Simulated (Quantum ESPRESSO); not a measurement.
**Canted and collinear textures of TiAu**

Wanted: energies and final angles of several spin textures of TiAu

Calculated with Quantum ESPRESSO 7.5; LDA; plane waves with GBRV 1.5 LDA potentials, no spin-orbit coupling.

## Step 1: The structure

The structure is orthorhombic, space group Pmma (No. 51). The conventional cell has a = 4.615 Å, b = 2.955 Å, c = 4.948 Å, α = 90.00°, β = 90.00°, γ = 90.00°. Nearest to Ti lie 8 Au at 2.83 to 2.90 Å and 4 Ti at 2.91 to 2.96 Å. Au has 8 Ti at 2.83 to 2.90 Å and 4 Au at 2.89 to 2.96 Å nearest. Farther neighbours are not listed.

Structure file:

```cif
data_structure
_symmetry_space_group_name_H-M 'P 1'
_symmetry_Int_Tables_number 1
_cell_length_a 4.6151
_cell_length_b 2.9552
_cell_length_c 4.9475
_cell_angle_alpha 90.000
_cell_angle_beta 90.000
_cell_angle_gamma 90.000
_cell_volume 67.48
loop_
_atom_site_label
_atom_site_type_symbol
_atom_site_fract_x
_atom_site_fract_y
_atom_site_fract_z
_atom_site_occupancy
Ti1 Ti 0.25000 0.00000 0.82019 1
Ti2 Ti 0.75000 0.00000 0.17981 1
Au3 Au 0.25000 0.50000 0.32411 1
Au4 Au 0.75000 0.50000 0.67589 1
```

The cell comes from Materials Project 2023-11-01, a database of computed structures, and need not be the stable phase.

## Step 2: Start 1: collinear parallel

Contents of pw.in:

```
&CONTROL
  calculation = 'scf'
  prefix = 'pwscf'
  outdir = './tmp'
  pseudo_dir = './pseudo'
  disk_io = 'nowf'
/
&SYSTEM
  ibrav = 0
  celldm(1) = 8
  nat = 4
  ntyp = 2
  ecutwfc = 34
  ecutrho = 238
  nbnd = 64
  occupations = 'smearing'
  smearing = 'fd'
  degauss = 0.00734986
  noncolin = .true.
  starting_magnetization(1) = 0.0833
  angle1(1) = 0
  angle2(1) = 0
  starting_magnetization(2) = 0
/
&ELECTRONS
  conv_thr = 4d-08
  electron_maxstep = 150
  mixing_beta = 0.3
/
ATOMIC_SPECIES
Ti     47.8670 ti_lda_v1.4.uspp.F.UPF
Au    196.9666 au_lda_v1.uspp.F.UPF
CELL_PARAMETERS alat
   1.0901526168627    0.0000000000000    0.0000000000000
   0.0000000000000    0.6980635076285    0.0000000000000
   0.0000000000000    0.0000000000000    1.1686805710032
ATOMIC_POSITIONS crystal
Ti      0.2500000000    0.0000000000    0.8201905100
Ti      0.7500000000    0.0000000000    0.1798094900
Au      0.2500000000    0.5000000000    0.3241104800
Au      0.7500000000    0.5000000000    0.6758895200
K_POINTS automatic
4 6 4 0 0 0
```

Run with:

```
$ OMP_NUM_THREADS=1 mpirun -n 4 pw.x -nk 4 -in pw.in > pw.out
```

The program printed:

```text
Program PWSCF v.7.5 starts

     Message from routine setup:
     using ibrav=0 with symmetry is DISCOURAGED, use correct ibrav instead

     K-points division:     npool     =       4
     Subspace diagonalization in iterative solution of the eigenvalue problem:

     bravais-lattice index     =            0
     lattice parameter (alat)  =       8.0000  a.u.
     unit-cell volume          =     455.3528 (a.u.)^3
     number of atoms/cell      =            4
     number of atomic types    =            2
     number of electrons       =        46.00
     number of Kohn-Sham states=           64
     kinetic-energy cutoff     =      34.0000  Ry
     charge density cutoff     =     238.0000  Ry
     scf convergence threshold =      4.0E-08
     mixing beta               =       0.3000
     number of iterations used =            8  plain     mixing
     Exchange-correlation= SLA  PZ   NOGX NOGC
                           (   1   1   0   0   0   0   0)
     Noncollinear calculation without spin-orbit

     celldm(1)=   8.000000  celldm(2)=   0.000000  celldm(3)=   0.000000
     celldm(4)=   0.000000  celldm(5)=   0.000000  celldm(6)=   0.000000

     crystal axes: (cart. coord. in units of alat)
               a(1) = (   1.090153   0.000000   0.000000 )
               a(2) = (   0.000000   0.698064   0.000000 )
               a(3) = (   0.000000   0.000000   1.168681 )

     reciprocal axes: (cart. coord. in units 2 pi/alat)
               b(1) = (  0.917303  0.000000  0.000000 )
               b(2) = (  0.000000  1.432534  0.000000 )
               b(3) = (  0.000000  0.000000  0.855666 )

     PseudoPot. # 1 for Ti read from file:
     ti_lda_v1.4.uspp.F.UPF
     Pseudo is Ultrasoft + core correction, Zval = 12.0

     PseudoPot. # 2 for Au read from file:
     au_lda_v1.uspp.F.UPF
     Pseudo is Ultrasoft + core correction, Zval = 11.0

     atomic species   valence    mass     pseudopotential
     Ti               12.00    47.86700     Ti( 1.00)
     Au               11.00   196.96660     Au( 1.00)

      8 Sym. Ops., with inversion, found ( 4 have fractional translation)

   Cartesian axes

     site n.     atom                  positions (alat units)
         1        Ti     tau(   1) = (   0.2725382   0.0000000   0.9585407  )
         2        Ti     tau(   2) = (   0.8176145   0.0000000   0.2101399  )
         3        Au     tau(   3) = (   0.2725382   0.3490318   0.3787816  )
         4        Au     tau(   4) = (   0.8176145   0.3490318   0.7898990  )

     number of k points=    36  Fermi-Dirac smearing, width (Ry)=  0.0073
                       cart. coord. in units 2pi/alat
        k(    1) = (   0.0000000   0.0000000   0.0000000), wk =   0.0104167
        k(    2) = (   0.0000000   0.0000000   0.2139165), wk =   0.0208333
        k(    3) = (   0.0000000   0.0000000  -0.4278329), wk =   0.0104167
        k(    4) = (   0.0000000   0.2387557   0.0000000), wk =   0.0208333
        k(    5) = (   0.0000000   0.2387557   0.2139165), wk =   0.0416667
        [... 31 further k-points ...]

     Dense  grid:    28281 G-vectors     FFT dimensions: (  48,  27,  45)

     Smooth grid:    12211 G-vectors     FFT dimensions: (  36,  24,  36)

     Check: negative core charge=   -0.000008
     Generating pointlists ...
     new r_m :   0.2759 (alat units)  2.2072 (a.u.) for type    1
     new r_m :   0.2759 (alat units)  2.2072 (a.u.) for type    2

     Initial potential from superposition of free atoms

     starting charge      43.9997, renormalised to      46.0000

     negative rho (up, down):  2.915E-03 0.000E+00

 ==============================================================================
     atom number    1 relative position :    0.2725   0.0000   0.9585
     charge :    10.262418  (integrated on a sphere of radius 0.276)
     magnetization :          0.000000    0.000000    0.834719
     magnetization/charge:    0.000000    0.000000    0.081337
     polar coord.: r, theta, phi [deg] :     0.834719    0.000000  360.000000

 ==============================================================================

 ==============================================================================
     atom number    2 relative position :    0.8176   0.0000   0.2101
     charge :    10.262418  (integrated on a sphere of radius 0.276)
     magnetization :          0.000000    0.000000    0.834719
     magnetization/charge:    0.000000    0.000000    0.081337
     polar coord.: r, theta, phi [deg] :     0.834719    0.000000  360.000000

 ==============================================================================

 ==============================================================================
     atom number    3 relative position :    0.2725   0.3490   0.3788
     charge :     9.900018  (integrated on a sphere of radius 0.276)
     magnetization :          0.000000    0.000000    0.022647
     magnetization/charge:    0.000000    0.000000    0.002288
     polar coord.: r, theta, phi [deg] :     0.022647    0.000000  360.000000

 ==============================================================================

 ==============================================================================
     atom number    4 relative position :    0.8176   0.3490   0.7899
     charge :     9.900018  (integrated on a sphere of radius 0.276)
     magnetization :          0.000000    0.000000    0.022647
     magnetization/charge:    0.000000    0.000000    0.002288
     polar coord.: r, theta, phi [deg] :     0.022647    0.000000  360.000000

 ==============================================================================
     Starting wfcs are   76 randomized atomic wfcs

     Self-consistent Calculation

     iteration #  1     ecut=    34.00 Ry     beta= 0.30
     Davidson diagonalization with overlap
     ethr =  1.00E-02,  avg # of iterations =  2.0

     negative rho (up, down):  1.687E-03 0.000E+00

     total energy              =    -462.03980712 Ry
     estimated scf accuracy    <      16.57866839 Ry

     total magnetization       =    -0.00     0.00     0.71 Bohr mag/cell
     absolute magnetization    =     1.25 Bohr mag/cell

     iteration #  2     ecut=    34.00 Ry     beta= 0.30
     Davidson diagonalization with overlap
     ethr =  1.00E-02,  avg # of iterations =  3.8

     negative rho (up, down):  2.100E-03 0.000E+00

     total energy              =    -468.40609908 Ry
     estimated scf accuracy    <       9.40558731 Ry

     total magnetization       =    -0.00    -0.00     0.09 Bohr mag/cell
     absolute magnetization    =     0.11 Bohr mag/cell

     [... further iterations left out ...]

     iteration # 19     ecut=    34.00 Ry     beta= 0.30
     Davidson diagonalization with overlap
     ethr =  9.26E-11,  avg # of iterations =  3.6

     negative rho (up, down):  1.979E-03 0.000E+00

     total energy              =    -468.44204566 Ry
     estimated scf accuracy    <       0.00000004 Ry

     total magnetization       =    -0.00    -0.00     0.65 Bohr mag/cell
     absolute magnetization    =     0.66 Bohr mag/cell

     iteration # 20     ecut=    34.00 Ry     beta= 0.30
     Davidson diagonalization with overlap
     ethr =  8.81E-11,  avg # of iterations =  1.9

     negative rho (up, down):  1.979E-03 0.000E+00

 ==============================================================================
     atom number    1 relative position :    0.2725   0.0000   0.9585
     charge :    10.364997  (integrated on a sphere of radius 0.276)
     magnetization :         -0.000000   -0.000000    0.262243
     magnetization/charge:   -0.000000   -0.000000    0.025301
     polar coord.: r, theta, phi [deg] :     0.262243    0.000000  360.000000

 ==============================================================================

 ==============================================================================
     atom number    2 relative position :    0.8176   0.0000   0.2101
     charge :    10.364997  (integrated on a sphere of radius 0.276)
     magnetization :          0.000000    0.000000    0.262243
     magnetization/charge:    0.000000    0.000000    0.025301
     polar coord.: r, theta, phi [deg] :     0.262243    0.000000  360.000000

 ==============================================================================

 ==============================================================================
     atom number    3 relative position :    0.2725   0.3490   0.3788
     charge :     9.310689  (integrated on a sphere of radius 0.276)
     magnetization :          0.000000   -0.000000    0.008146
     magnetization/charge:    0.000000   -0.000000    0.000875
     polar coord.: r, theta, phi [deg] :     0.008146    0.000000  360.000000

 ==============================================================================

 ==============================================================================
     atom number    4 relative position :    0.8176   0.3490   0.7899
     charge :     9.310689  (integrated on a sphere of radius 0.276)
     magnetization :         -0.000000    0.000000    0.008146
     magnetization/charge:   -0.000000    0.000000    0.000875
     polar coord.: r, theta, phi [deg] :     0.008146    0.000000  360.000000

 ==============================================================================

     End of self-consistent calculation

     [... lines left out ...]
     the Fermi energy is    14.7977 ev

!    total energy              =    -468.44204567 Ry
     estimated scf accuracy    <          9.4E-10 Ry
     smearing contrib. (-TS)   =      -0.01230744 Ry
     internal energy E=F+TS    =    -468.42973823 Ry

     The total energy is F=E-TS. E is the sum of the following terms:
     one-electron contribution =     -57.11452907 Ry
     hartree contribution      =      64.00720988 Ry
     xc contribution           =    -159.80297016 Ry
     ewald contribution        =    -315.51944887 Ry

     total magnetization       =    -0.00    -0.00     0.65 Bohr mag/cell
     absolute magnetization    =     0.66 Bohr mag/cell

     convergence has been achieved in  20 iterations

=------------------------------------------------------------------------------=
   JOB DONE.
=------------------------------------------------------------------------------=
```

Elapsed: 60 s, on 4 MPI ranks of Arm Neoverse V2, shared host; peak memory 0.65 GiB.

Spin moment in the atom's sphere by atom:

```csv
atom,x (μB),y (μB),z (μB),size
Ti1,0.000,0.000,0.262,0.262
Ti2,0.000,0.000,0.262,0.262
Au3,0.000,0.000,0.008,0.008
Au4,0.000,0.000,0.008,0.008
```

This step gave:

```
smearing term TS       : 0.1675 eV
magnetization          : 0, 0, 0.65 μB
absolute magnetization : 0.657 μB
final state            : ferromagnetic
```

## Step 3: Start 2: two sublattices 30 degrees apart

Changes to pw.in since step 2:

```diff
@@ -11,3 +11,3 @@
   nat = 4
-  ntyp = 2
+  ntyp = 3
   ecutwfc = 34
@@ -20,5 +20,8 @@
   starting_magnetization(1) = 0.0833
-  angle1(1) = 0
+  angle1(1) = 90
   angle2(1) = 0
-  starting_magnetization(2) = 0
+  starting_magnetization(2) = 0.0833
+  angle1(2) = 90
+  angle2(2) = 30.001
+  starting_magnetization(3) = 0
 /
@@ -30,3 +33,4 @@
 ATOMIC_SPECIES
-Ti     47.8670 ti_lda_v1.4.uspp.F.UPF
+Ti1    47.8670 ti_lda_v1.4.uspp.F.UPF
+Ti2    47.8670 ti_lda_v1.4.uspp.F.UPF
 Au    196.9666 au_lda_v1.uspp.F.UPF
@@ -37,4 +41,4 @@
 ATOMIC_POSITIONS crystal
-Ti      0.2500000000    0.0000000000    0.8201905100
-Ti      0.7500000000    0.0000000000    0.1798094900
+Ti1     0.2500000000    0.0000000000    0.8201905100
+Ti2     0.7500000000    0.0000000000    0.1798094900
 Au      0.2500000000    0.5000000000    0.3241104800
```

The program printed:

```text
     [... lines left out ...]
Program PWSCF v.7.5 starts
     [... lines left out ...]
     number of atoms/cell      =            4
     [... lines left out ...]
     number of electrons       =        46.00
     number of Kohn-Sham states=           64
     kinetic-energy cutoff     =      34.0000  Ry
     charge density cutoff     =     238.0000  Ry
     scf convergence threshold =      4.0E-08
     [... lines left out ...]
     Noncollinear calculation without spin-orbit
     [... lines left out ...]
      2 Sym. Ops. (no inversion) found ( 1 have fractional translation)
     [... lines left out ...]
     number of k points=    72  Fermi-Dirac smearing, width (Ry)=  0.0073
     [... lines left out ...]
     iteration # 21     ecut=    34.00 Ry     beta= 0.30
     [... lines left out ...]
     atom number    1 relative position :    0.2725   0.0000   0.9585
     [... lines left out ...]
     magnetization :          0.259340    0.070572    0.000000
     [... lines left out ...]
     atom number    2 relative position :    0.8176   0.0000   0.2101
     [... lines left out ...]
     magnetization :          0.259876    0.068570    0.000000
     [... lines left out ...]
     atom number    3 relative position :    0.2725   0.3490   0.3788
     [... lines left out ...]
     magnetization :          0.008017    0.002145    0.000000
     [... lines left out ...]
     atom number    4 relative position :    0.8176   0.3490   0.7899
     [... lines left out ...]
     magnetization :          0.008015    0.002151   -0.000000
     [... lines left out ...]
     the Fermi energy is    14.7979 ev
!    total energy              =    -468.44204535 Ry
     estimated scf accuracy    <       0.00000004 Ry
     smearing contrib. (-TS)   =      -0.01224428 Ry
     [... lines left out ...]
     total magnetization       =     0.64     0.17    -0.00 Bohr mag/cell
     absolute magnetization    =     0.67 Bohr mag/cell
     convergence has been achieved in  21 iterations
```

Wall time 2 min (4 MPI ranks); peak memory 0.76 GiB.

Spin moment in the atom's sphere by atom:

```csv
atom,x (μB),y (μB),z (μB),size
Ti1,0.259,0.071,0.000,0.269
Ti2,0.260,0.069,0.000,0.269
Au3,0.008,0.002,0.000,0.008
Au4,0.008,0.002,0.000,0.008
```

Read from the output:

```yaml
smearing_term_ts: 0.1666 eV
magnetization: 0.643, 0.172, 0 μB
absolute_magnetization: 0.673 μB
final_state: ferromagnetic
```

(Continued in part 2 of 2.)

[Logs and program files are shortened in this print: banners, set-up blocks, solver, clock and traceback lines can be left out without a mark of their own.]

[Logs are printed without paths, hosts, clocks, repeated set-up lines and the standing remarks that a program may print on its own settings, such as how far it seeks lower states.]

[Hosts, paths, dates, database ids (printed as entryN), source tags and the programs' standing remarks are cut or masked in the printed files.]

[Where a cell is said to come from a database of computed structures, the database is the Materials Project.]
